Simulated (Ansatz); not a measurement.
# Dielectric function and optical constants of KGeF3 (model structure)

Wanted: where KGeF3 (model structure) starts to absorb, how strongly, and its refractive index. The cell was made here by substitution or stacking, whether or not such a phase is known. It was built so: All Pb replaced by Ge and Rb replaced by K in the Pm-3m structure of RbPbF3.

Program: Ansatz 0.2.0. Level of theory: DFT, PBE, plane-wave PAW, default files, scalar-relativistic, independent-particle optical response without local fields. Results are calculated unless marked as measured.

## 1. The starting structure

It takes space group Pm-3m (No. 221, cubic). The conventional cell has a = 4.511 Å, b = 4.511 Å, c = 4.511 Å, α = 90.00°, β = 90.00°, γ = 90.00°. Nearest to Ge lie 6 F at 2.26 Å. K has 12 F at 3.19 Å nearest. Nearest to F lie 2 Ge at 2.26 Å and 4 K at 3.19 Å. All Pb replaced by Ge and Rb replaced by K in the Pm-3m structure of RbPbF3. Farther neighbours and most contacts between anions are not listed.

As a file:

```cif
data_structure
_symmetry_space_group_name_H-M 'Pm-3m'
_symmetry_Int_Tables_number 221
_cell_length_a 4.5113
_cell_length_b 4.5113
_cell_length_c 4.5113
_cell_angle_alpha 90.000
_cell_angle_beta 90.000
_cell_angle_gamma 90.000
_cell_volume 91.82
loop_
_atom_site_label
_atom_site_type_symbol
_atom_site_symmetry_multiplicity
_atom_site_Wyckoff_symbol
_atom_site_fract_x
_atom_site_fract_y
_atom_site_fract_z
_atom_site_occupancy
Ge1 Ge 1 b 0.50000 0.50000 0.50000 1
K1 K 1 a 0.00000 0.00000 0.00000 1
F1 F 3 c 0.50000 0.50000 0.00000 1
```

## 2. Relaxation

The structure was built or cut out here, so it is relaxed before any spectrum is computed.

This step: DFT, PBE, plane-wave PAW, default files, scalar-relativistic, relaxation (Ansatz 0.2.0).

The input, input.yaml:

```yaml
crystal:
  lattice:
    - [4.51134652, 0.0, 0.0]
    - [0.0, 4.51134652, 0.0]
    - [0.0, 0.0, 4.51134652]
  atoms:
    - { symbol: Ge, position: [0.5, 0.5, 0.5] }
    - { symbol: K, position: [0.0, 0.0, 0.0] }
    - { symbol: F, position: [0.5, 0.5, 0.0] }
    - { symbol: F, position: [0.5, 0.0, 0.5] }
    - { symbol: F, position: [0.0, 0.5, 0.5] }
kpoints:
  mp_grid: { grid: [5, 5, 5] }
scf:
  occupations: { method: fermi_dirac, width: 0.05 }
hamiltonian:
  xc: pbe
  pseudopotentials: { kind: paw }
output:
  forces: true
  stress: true
relax:
  f_tol: 0.02
  max_steps: 50
  cell: {}
```

Command:

```sh
ansatz run input.yaml --threads 2 --pin off --max-ram 5120MiB --backend cpu --events-out ev --progress --plain --runs-dir out
```

Numbers of over 12 decimals in the logs are rounded to 6 here.

Output:

```text
Engine: ansatz 0.2.0, aarch64-unknown-linux-gnu
Pseudopotentials: kind: paw
Pseudopotential: Ge, paw, valence charge 14, recommended cutoff 420 eV (normal), Ge.paw.azcp
Pseudopotential: K, paw, valence charge 9, recommended cutoff 420 eV (normal), K.paw.azcp
Pseudopotential: F, paw, valence charge 7, recommended cutoff 420 eV (normal), F.paw.azcp
Functional definition: PBE
  parameter kappa = 0.804
  parameter beta = 0.066725
  exchange = pbe_x(kappa = kappa, mu = beta*pi^2/3)
  correlation = pbe_c(beta = beta)
Crystal: 5 atoms, lattice volume = 91.816 Å³
Basis set: ecut = 420 eV, 1791 PW (Γ), exchange–correlation on 64×64×64 points (8 copies of the dense FFT grid, shifted against one another)
Bands: 27, of which v1, the nominal top of the filled ones, is band 22 counted from 1 (21 counted from 0)
Symmetry: 48 space group operations
Space group: Pm-3m (ITA 221), of the structure as read, at distance tolerance 4.5e-5 Å
k-points: 10 of 125
Non-local potential: Ge, projectors of the file, l = 0: 2, l = 1: 2, l = 2: 3, l = 3: 1
Non-local potential: K, projectors of the file, l = 0: 3, l = 1: 2, l = 2: 2
Non-local potential: F, projectors of the file, l = 0: 2, l = 1: 2, l = 2: 1
PAW form: soft (Blöchl's): semilocal exchange-correlation on the pseudo side does not see the compensation charge
PAW one-centre angular grid: Ge, 590 points (default); XC on 64 Gauss nodes
PAW one-centre angular grid: K, 110 points (default); XC on 64 Gauss nodes
PAW one-centre angular grid: F, 110 points (default); XC on 64 Gauss nodes
Initial density: superposition of atomic densities (neutral atoms: chi_scale 0, normalization atom), corrected by the library's trained network
Initial wavefunctions: pseudopotential atomic-orbital guess
Functional: x = pbe(κ = 0.804, μ = 0.219515), c = pbe(β = 0.066725)
SCF iter   1: F=—  HF=-8261.122385 eV  |F-HF|=—  |Δ(HF+E_count)|=         —  Δρ=1.80e-3  dr2=2.17e-3  ethr=1.77e-3  ⟨swp⟩=6.0  Hψ=1168  notcnv=0
preconditioner: auto → Resta (q_TF=auto, 2.413 Å⁻¹)  ε∞=2.9  [insulator: Δε(μ)=3.151 eV  Ē_g=18.446 eV  σ=0.050 eV  W_gap=1.00  n_scr=26 (ndim 8)  ℏωp=25.1 eV  f_vac=0.161  D(μ)=0.00/eV (n_scr^D=0)  ε∞_Penn≈2.9]
SCF iter   2: F=—  HF=-8261.122186 eV  |F-HF|=—  |Δ(HF+E_count)|=   1.99e-4  Δρ=9.88e-4  dr2=6.01e-4  ethr=4.93e-6  ⟨swp⟩=2.2  Hψ=561  notcnv=0
SCF iter   3: F=—  HF=-8261.122150 eV  |F-HF|=—  |Δ(HF+E_count)|=   3.54e-5  Δρ=3.67e-4  dr2=1.54e-4  ethr=1.37e-6  ⟨swp⟩=2.7  Hψ=504  notcnv=0
SCF iter   4: F=—  HF=-8261.122139 eV  |F-HF|=—  |Δ(HF+E_count)|=   1.16e-5  Δρ=1.10e-4  dr2=7.21e-6  ethr=3.50e-7  ⟨swp⟩=2.1  Hψ=375  notcnv=0
SCF iter   5: F=—  HF=-8261.122032 eV  |F-HF|=—  |Δ(HF+E_count)|=   1.07e-4  Δρ=3.16e-5  dr2=6.33e-7  ethr=1.64e-8  ⟨swp⟩=2.0  Hψ=470  notcnv=0
SCF iter   6: F=—  HF=-8261.122032 eV  |F-HF|=—  |Δ(HF+E_count)|=   1.29e-7  Δρ=2.03e-5  dr2=2.48e-7  ethr=2.27e-10  ⟨swp⟩=4.4  Hψ=973  notcnv=0
SCF iter   7: F=-8261.122032 eV  HF=-8261.122032 eV  |F-HF|=4.96e-9  |Δ(HF+E_count)|=   2.84e-7  Δρ=3.02e-6  dr2=7.67e-9  ethr=2.27e-10  ⟨swp⟩=4.0  Hψ=838  notcnv=0
SCF 1 converged in 7 iterations: F = -8261.122032 eV  dr2 = 7.67e-9
  greatest PAW one-centre occupation: 0.999 electrons in one spin orbital (limit 2), on the Ge atom at site 0 (counted from 0), in its partial waves of l = 2
relax step   1: F+E_penalty+E_count = -8261.12203167 eV  Δ(F+E_penalty+E_count) = +0.000e0 eV  max|allowed force component| = 3.387e-29 eV/Å  Δτ_max = 0.0000 Å  P = -1.898 GPa  Ω = 91.816 Å³  (7 SCF iters, dr2 threshold 1.00e-7 eV, accepted)
Crystal: 5 atoms, lattice volume = 88.924 Å³
Basis set: ecut = 420 eV, 1743 PW (Γ), exchange–correlation on 64×64×64 points (8 copies of the dense FFT grid, shifted against one another)
Initial density: handed on by an earlier stage of this run
Initial wavefunctions: those handed on with the density
iter 1 solved again at ethr=2.27e-5 eV; its pass at ethr=3.10e-3 eV (dr2=1.00e-2 eV) is discarded
SCF iter   1: F=—  HF=-8261.153535 eV  |F-HF|=—  |Δ(HF+E_count)|=         —  Δρ=2.81e-3  dr2=1.01e-2  ethr=2.27e-5  ⟨swp⟩=1.0  Hψ=1411  notcnv=0
preconditioner: auto → Resta (q_TF=auto, 2.426 Å⁻¹)  ε∞=2.9  [insulator: Δε(μ)=3.033 eV  Ē_g=18.625 eV  σ=0.050 eV  W_gap=1.00  n_scr=18 (ndim 8)  ℏωp=25.5 eV  f_vac=0.141  D(μ)=0.00/eV (n_scr^D=0)  ε∞_Penn≈2.9]
SCF iter   2: F=—  HF=-8261.150461 eV  |F-HF|=—  |Δ(HF+E_count)|=   3.07e-3  Δρ=1.75e-3  dr2=1.57e-3  ethr=2.27e-5  ⟨swp⟩=2.6  Hψ=468  notcnv=0
SCF iter   3: F=—  HF=-8261.149923 eV  |F-HF|=—  |Δ(HF+E_count)|=   5.39e-4  Δρ=5.90e-4  dr2=4.82e-4  ethr=3.56e-6  ⟨swp⟩=2.6  Hψ=442  notcnv=0
SCF iter   4: F=—  HF=-8261.149561 eV  |F-HF|=—  |Δ(HF+E_count)|=   3.61e-4  Δρ=1.26e-4  dr2=1.15e-5  ethr=1.10e-6  ⟨swp⟩=2.1  Hψ=415  notcnv=0
SCF iter   5: F=—  HF=-8261.149568 eV  |F-HF|=—  |Δ(HF+E_count)|=   6.65e-6  Δρ=3.42e-5  dr2=6.33e-7  ethr=2.61e-8  ⟨swp⟩=2.3  Hψ=450  notcnv=0
SCF iter   6: F=-8261.149568 eV  HF=-8261.149568 eV  |F-HF|=2.66e-8  |Δ(HF+E_count)|=   3.07e-7  Δρ=9.87e-6  dr2=5.85e-8  ethr=1.14e-9  ⟨swp⟩=4.0  Hψ=844  notcnv=0
SCF 2 converged in 6 iterations: F = -8261.149568 eV  dr2 = 5.85e-8
relax step   2: F+E_penalty+E_count = -8261.14956832 eV  Δ(F+E_penalty+E_count) = -2.754e-2 eV  max|allowed force component| = 9.614e-29 eV/Å  Δτ_max = 0.0000 Å  P = -0.298 GPa  Ω = 88.924 Å³  energy of the carried Pulay correction = +7.383e-3 eV  (6 SCF iters, dr2 threshold 5.00e-7 eV, accepted)
Crystal: 5 atoms, lattice volume = 88.407 Å³
iter 1 solved again at ethr=6.12e-7 eV; its pass at ethr=3.10e-3 eV (dr2=2.69e-4 eV) is discarded
SCF iter   1: F=—  HF=-8261.151671 eV  |F-HF|=—  |Δ(HF+E_count)|=         —  Δρ=5.07e-4  dr2=3.31e-4  ethr=6.12e-7  ⟨swp⟩=2.0  Hψ=1347  notcnv=0
preconditioner: auto → Resta (q_TF=auto, 2.429 Å⁻¹)  ε∞=2.9  [insulator: Δε(μ)=3.043 eV  Ē_g=18.650 eV  σ=0.050 eV  W_gap=1.00  n_scr=18 (ndim 8)  ℏωp=25.6 eV  f_vac=0.143  D(μ)=0.00/eV (n_scr^D=0)  ε∞_Penn≈2.9]
SCF iter   2: F=—  HF=-8261.151571 eV  |F-HF|=—  |Δ(HF+E_count)|=   1.01e-4  Δρ=3.16e-4  dr2=5.28e-5  ethr=6.12e-7  ⟨swp⟩=2.0  Hψ=460  notcnv=0
SCF iter   3: F=—  HF=-8261.151381 eV  |F-HF|=—  |Δ(HF+E_count)|=   1.89e-4  Δρ=1.07e-4  dr2=1.64e-5  ethr=1.20e-7  ⟨swp⟩=2.8  Hψ=499  notcnv=0
SCF iter   4: F=—  HF=-8261.151375 eV  |F-HF|=—  |Δ(HF+E_count)|=   6.37e-6  Δρ=2.37e-5  dr2=4.10e-7  ethr=3.73e-8  ⟨swp⟩=2.1  Hψ=415  notcnv=0
SCF iter   5: F=-8261.151375 eV  HF=-8261.151375 eV  |F-HF|=2.00e-8  |Δ(HF+E_count)|=   2.53e-7  Δρ=9.29e-6  dr2=4.25e-8  ethr=5.03e-10  ⟨swp⟩=4.0  Hψ=842  notcnv=0
SCF 3 converged in 5 iterations: F = -8261.151375 eV  dr2 = 4.25e-8
relax step   3: F+E_penalty+E_count = -8261.15137528 eV  Δ(F+E_penalty+E_count) = -1.807e-3 eV  max|allowed force component| = 1.155e-29 eV/Å  Δτ_max = 0.0000 Å  P = +0.014 GPa  Ω = 88.407 Å³  energy of the carried Pulay correction = +8.729e-3 eV  (5 SCF iters, dr2 threshold 2.21e-7 eV, accepted)
[...]
relax step   4: F+E_penalty+E_count = -8261.14496122 eV  Δ(F+E_penalty+E_count) = +6.414e-3 eV  max|allowed force component| = 1.028e-29 eV/Å  Δτ_max = 0.0000 Å  P = -0.161 GPa  Ω = 88.407 Å³  stress off target by 1.61e-1 GPa  SCF on the basis re-selected at this cell (its energy is not comparable with the rows above)  (6 SCF iters)
[...]
relax step   5: F+E_penalty+E_count = -8261.14574674 eV  Δ(F+E_penalty+E_count) = -7.855e-4 eV  max|allowed force component| = 7.626e-30 eV/Å  Δτ_max = 0.0000 Å  P = -0.004 GPa  Ω = 88.149 Å³  energy of the carried Pulay correction = +6.516e-4 eV  (5 SCF iters, dr2 threshold 6.48e-8 eV, accepted)
iter 1 solved again at ethr=1.24e-7 eV; its pass at ethr=3.10e-3 eV (dr2=5.44e-5 eV) is discarded
SCF iter   1: F=—  HF=-8261.144409 eV  |F-HF|=—  |Δ(HF+E_count)|=         —  Δρ=3.34e-5  dr2=1.77e-7  ethr=1.24e-7  ⟨swp⟩=2.8  Hψ=1804  notcnv=0
preconditioner: auto → Resta (q_TF=auto, 2.430 Å⁻¹)  ε∞=2.9  [insulator: Δε(μ)=3.041 eV  Ē_g=18.664 eV  σ=0.050 eV  W_gap=1.00  n_scr=18 (ndim 8)  ℏωp=25.6 eV  f_vac=0.129  D(μ)=0.00/eV (n_scr^D=0)  ε∞_Penn≈2.9]
SCF iter   2: F=—  HF=-8261.145023 eV  |F-HF|=—  |Δ(HF+E_count)|=   6.14e-4  Δρ=1.43e-5  dr2=8.11e-8  ethr=4.03e-10  ⟨swp⟩=2.0  Hψ=490  notcnv=0
SCF iter   3: F=—  HF=-8261.145023 eV  |F-HF|=—  |Δ(HF+E_count)|=   9.26e-9  Δρ=7.65e-6  dr2=8.35e-9  ethr=1.84e-10  ⟨swp⟩=2.0  Hψ=340  notcnv=0
SCF iter   4: F=—  HF=-8261.145023 eV  |F-HF|=—  |Δ(HF+E_count)|=   9.92e-9  Δρ=2.65e-6  dr2=1.12e-9  ethr=1.90e-11  ⟨swp⟩=3.0  Hψ=490  notcnv=0
SCF iter   5: F=—  HF=-8261.145023 eV  |F-HF|=—  |Δ(HF+E_count)|=  9.86e-10  Δρ=7.51e-7  dr2=1.84e-10  ethr=2.54e-12  ⟨swp⟩=2.0  Hψ=462  notcnv=0
SCF iter   6: F=-8261.145023 eV  HF=-8261.145023 eV  |F-HF|=2.36e-11  |Δ(HF+E_count)|=  8.91e-11  Δρ=2.29e-7  dr2=2.73e-11  ethr=1.00e-12  ⟨swp⟩=4.0  Hψ=849  notcnv=0
SCF 6 converged in 6 iterations: F = -8261.145023 eV  dr2 = 2.73e-11
relax step   6: F+E_penalty+E_count = -8261.14502344 eV  Δ(F+E_penalty+E_count) = +7.233e-4 eV  max|allowed force component| = 9.335e-30 eV/Å  Δτ_max = 0.0000 Å  P = -0.014 GPa  Ω = 88.149 Å³  stress off target by 1.40e-2 GPa  SCF on the basis re-selected at this cell (its energy is not comparable with the rows above)  (6 SCF iters)
basis re-selected at this cell: Δ(F+E_penalty+E_count) = +7.233e-4 eV, ΔP = -0.010 GPa vs the last step (what re-selecting the basis moved, of the pressure what is left beyond the Pulay correction that the steps carried, after the strain that the cell walked since its last selection, with what the two solves' SCF thresholds leave and, on support functions, any second-order correction that the steps lacked; it is no m [...]
SCF converged after 6 iterations
Free energy (F): -8261.145023 eV
Harris-Foulkes:  -8261.145023 eV  (|F-HF|=2.36e-11)
Internal energy: -8261.145023 eV  (E = F + TS)
E sigma→0 (E₀):  -8261.145023 eV
Fermi energy:    6.187950 eV
--- Per-component energies (eV) ---
  E_band       = -410.913241
  E_kinetic    = 980.200842
  E_local      = -5110.559114  (includes V_loc(G=0)·N_el)
  E_nonlocal   = 643.514623
  E_hartree    = 2067.511985
  E_xc         = -450.431152
  E_vxc        = -536.114033  (∫ρ·V_xc dr)
  E_paw        = -3393.718905  (= ΣΔE_a)
  E_vpaw       = -522.986399  (= ΣTr[D̂ρ^β])
  E_aug_tail   = 0.006837  (compensation charges beyond the density's cutoff)
  E_ewald      = -2997.670140
  E_smearing   = -0.000000  (= −TS)
  E_closure    = 0.000000  (closes the sum)
  Σ components = -8261.145023   (vs F -8261.145023, Δ=0.00e0)
--- Forces (eV/Å), atoms counted from 1 ---
  atom   1  Ge     0.00000000    -0.00000000     0.00000000
  atom   2  K     -0.00000000    -0.00000000    -0.00000000
  atom   3  F     -0.00000000    -0.00000000     0.00000000
  atom   4  F     -0.00000000    -0.00000000     0.00000000
  atom   5  F      0.00000000     0.00000000    -0.00000000
  max |Σ_I F_I| component: 1.51e-29 eV/Å
--- Stress (GPa, compression-positive) ---
       -0.014040      -0.000000      -0.000000
       -0.000000      -0.014040       0.000000
       -0.000000       0.000000      -0.014040
  P = ⅓ Tr σ = -0.0140 GPa (-0.140 kbar)
--- Relaxed structure (4 steps of the walk, 4 accepted, 2 SCFs on fresh bases) ---
  F+E_penalty+E_count = -8261.14502344 eV   max|allowed force component| = 9.335e-30 eV/Å   (the final SCF, on the basis selected at the relaxed cell)
  cell:  # Å, volume = 88.1486 Å³
    - [4.450462, 0, 0]
    - [0, 4.450462, 0]
    - [0, 0, 4.450462]
  atoms:
    - { symbol: Ge, position: [0.5, 0.5, 0.5] }
    - { symbol: K, position: [0, 0, 0] }
    - { symbol: F, position: [0.5, 0.5, 0] }
    - { symbol: F, position: [0.5, 0, 0.5] }
    - { symbol: F, position: [0, 0.5, 0.5] }
```

Wall time 5.2 s (2 threads of Arm Neoverse V1, shared host); peak memory 0.35 GiB.

Step by step:

| step | energy less that of the first step (eV) | largest force component (eV/Å) | pressure (GPa) | volume (Å³) |
| --- | --- | --- | --- | --- |
| 1 | 0.0000 | 0.0000 | -1.90 | 91.82 |
| 2 | -0.0275 | 0.0000 | -0.30 | 88.92 |
| 3 | -0.0293 | 0.0000 | 0.01 | 88.41 |
| 4* | -0.0229 | 0.0000 | -0.16 | 88.41 |
| 5 | -0.0237 | 0.0000 | 0.00 | 88.15 |
| 6* | -0.0230 | 0.0000 | -0.01 | 88.15 |

Relaxation steps marked * repeat the geometry before them on a plane-wave basis chosen anew for their cell, so energy and pressure can jump there.

The run keeps the 48 symmetry operations that it works with, so distortions that break them were not tested.

| conventional cell, symmetrised | before | after | change |
| --- | --- | --- | --- |
| a (Å) | 4.511 | 4.450 | -1.3 % |
| b (Å) | 4.511 | 4.450 | -1.3 % |
| c (Å) | 4.511 | 4.450 | -1.3 % |
| volume (Å³/atom) | 18.36 | 17.63 | -4.0 % |

The relaxation ends with a pressure of -0.01 GPa.

## 3. Ground state and bands

First the ground state: is it a metal or has it a gap?

This step: DFT, PBE, plane-wave PAW, default files, scalar-relativistic, ground state (Ansatz 0.2.0).

The input, input.yaml:

```yaml
crystal:
  lattice:
    - [4.4504620161, 0.0, 0.0]
    - [0.0, 4.4504620161, 0.0]
    - [0.0, 0.0, 4.4504620161]
  atoms:
    - { symbol: Ge, position: [0.5, 0.5, 0.5] }
    - { symbol: K, position: [0.0, 0.0, 0.0] }
    - { symbol: F, position: [0.5, 0.5, 0.0] }
    - { symbol: F, position: [0.5, 0.0, 0.5] }
    - { symbol: F, position: [0.0, 0.5, 0.5] }
kpoints:
  mp_grid: { grid: [5, 5, 5] }
  band_path:
    path:
      - [[0.0, 0.0, 0.0], [0.0, 0.5, 0.0], [0.5, 0.5, 0.0], [0.0, 0.0, 0.0], [0.5, 0.5, 0.5], [0.0, 0.5, 0.0]]
      - [[0.5, 0.5, 0.0], [0.5, 0.5, 0.5]]
    npoints: 11
scf:
  occupations: { method: fermi_dirac, width: 0.05 }
  n_extra_bands: 9
hamiltonian:
  xc: pbe
  pseudopotentials: { kind: paw }
output:
  forces: true
  stress: true
  populations: true
  write_bands: true
```

Output:

```text
[...]
Crystal: 5 atoms, lattice volume = 88.149 Å³
Basis set: ecut = 420 eV, 1743 PW (Γ), exchange–correlation on 60×60×60 points (8 copies of the dense FFT grid, shifted against one another)
Bands: 31, of which v1, the nominal top of the filled ones, is band 22 counted from 1 (21 counted from 0)
Symmetry: 48 space group operations
[...]
k-points: 10 of 125
[...]
SCF iter   1: F=—  HF=-8261.144402 eV  |F-HF|=—  |Δ(HF+E_count)|=         —  Δρ=1.58e-3  dr2=1.33e-3  ethr=1.77e-3  ⟨swp⟩=6.0  Hψ=1397  notcnv=0  defer=7
[...]
SCF iter   7: F=-8261.145023 eV  HF=-8261.145023 eV  |F-HF|=3.16e-9  |Δ(HF+E_count)|=   9.98e-8  Δρ=3.59e-6  dr2=8.50e-9  ethr=2.27e-10  ⟨swp⟩=8.3  Hψ=1335  notcnv=0
SCF 1 converged in 7 iterations: F = -8261.145023 eV  dr2 = 8.50e-9
[...]
NSCF: frozen V_eff on 68 k-points
SCF converged after 7 iterations
Free energy (F): -8261.145023 eV
[...]
Internal energy: -8261.145023 eV  (E = F + TS)
E sigma→0 (E₀):  -8261.145023 eV
Fermi energy:    6.187978 eV
[...]
--- Stress (GPa, compression-positive) ---
       -0.013984      -0.000000       0.000000
        0.000000      -0.013984       0.000000
        0.000000       0.000000      -0.013984
  P = ⅓ Tr σ = -0.0140 GPa (-0.140 kbar)
--- Band table (eV; the first three rows and the last of 10) ---
  k-point 0: bands = [... 18 lower, 0.6265, 0.6697, 0.6697, 0.6697, 8.7888, 10.6566, 10.6566, 11.0901, ... 5 higher]
  k-point 1: bands = [... 18 lower, 0.5867, 0.6437, 0.6437, 1.1812, 8.8761, 10.3417, 10.8477, 10.8477, ... 5 higher]
  k-point 2: bands = [... 18 lower, 0.5229, 0.6159, 0.6159, 2.4637, 8.0888, 10.5861, 10.5861, 11.1252, ... 5 higher]
  k-point 9: bands = [... 18 lower, 0.9267, 0.9267, 0.9661, 4.6851, 7.7260, 7.7260, 7.9899, 12.0165, ... 5 higher]
--- Löwdin populations: 5 sites ---
  site symbol       q [e]
     0     Ge     13.0566
     1      K      8.1613
     2      F      7.5514
     3      F      7.5514
     4      F      7.5514
  spilling = 0.002909 (of n_electrons = 44.000000)
```

The job ended after 2.7 s (2 threads; peak memory 0.37 GiB; 5.2 s of CPU time).

Reading the cycles: dr2 is the Hartree energy of the density residual (eV), the measure of convergence; HF is the Harris–Foulkes estimate of the energy, which meets the free energy F at convergence.

Numbers from this step:

| Quantity | Value |
| --- | --- |
| free energy | -8261.1450 eV |
| Fermi energy | 6.188 eV |
| gap by band count | 3.041 eV |
| electrons | 44 |
| symmetry operations | 48 |
| pressure | -0.01398 GPa |
| gap on the k-mesh | 3.041 eV |
| volume | 88.15 Å³ |
| gap on the path | 1.989 eV |
| least direct gap on the path | 1.989 eV |

There is a gap, 1.99 eV on the path, so no carriers' term is needed. The cell is left with a pressure of 0.0 GPa after its relaxation.

The electronic bands at the labelled points (eV, zero at the Fermi level; v1 is the highest filled band, c1 the lowest empty one):

| point | v4 | v3 | v2 | v1 | c1 | c2 | c3 | c4 |
| --- | --- | --- | --- | --- | --- | --- | --- | --- |
| Γ | -5.56 | -5.52 | -5.52 | -5.52 | 2.60 | 4.47 | 4.47 | 4.90 |
| 0.45 of the way | -5.61 | -5.55 | -5.55 | -4.84 | 2.64 | 4.17 | 4.61 | 4.61 |
| X | -5.68 | -5.58 | -5.58 | -3.46 | 1.68 | 4.36 | 4.36 | 5.16 |
| 0.45 of the way | -5.66 | -5.65 | -5.38 | -3.02 | 1.72 | 3.31 | 4.34 | 5.07 |
| M | -5.78 | -5.78 | -5.19 | -2.04 | 1.75 | 1.75 | 4.32 | 4.85 |
| 0.45 of the way | -5.65 | -5.63 | -5.38 | -3.73 | 2.70 | 2.96 | 4.43 | 4.70 |
| Γ | -5.56 | -5.52 | -5.52 | -5.52 | 2.60 | 4.47 | 4.47 | 4.90 |
| 0.45 of the way | -5.45 | -5.45 | -5.40 | -3.73 | 3.00 | 3.18 | 3.18 | 5.03 |
| R | -5.18 | -5.18 | -5.18 | -0.82 | 1.17 | 1.17 | 1.17 | 6.32 |
| 0.45 of the way | -5.42 | -5.40 | -5.29 | -2.31 | 1.55 | 2.54 | 2.90 | 5.38 |
| X | -5.68 | -5.58 | -5.58 | -3.46 | 1.68 | 4.36 | 4.36 | 5.16 |
| jump to M | -5.78 | -5.78 | -5.19 | -2.04 | 1.75 | 1.75 | 4.32 | 4.85 |
| 0.45 of the way | -5.43 | -5.43 | -5.19 | -1.72 | 1.49 | 1.49 | 2.97 | 5.28 |
| R | -5.18 | -5.18 | -5.18 | -0.82 | 1.17 | 1.17 | 1.17 | 6.32 |

[end of part 1 of 2]

[Logs are printed without paths, hosts, clocks, repeated set-up lines and the standing remarks that a program may print on its own settings, such as how far it seeks lower states.]

[Hosts, paths, dates, database ids (printed as entryN), source tags and the programs' standing remarks are cut or masked in the printed files.]
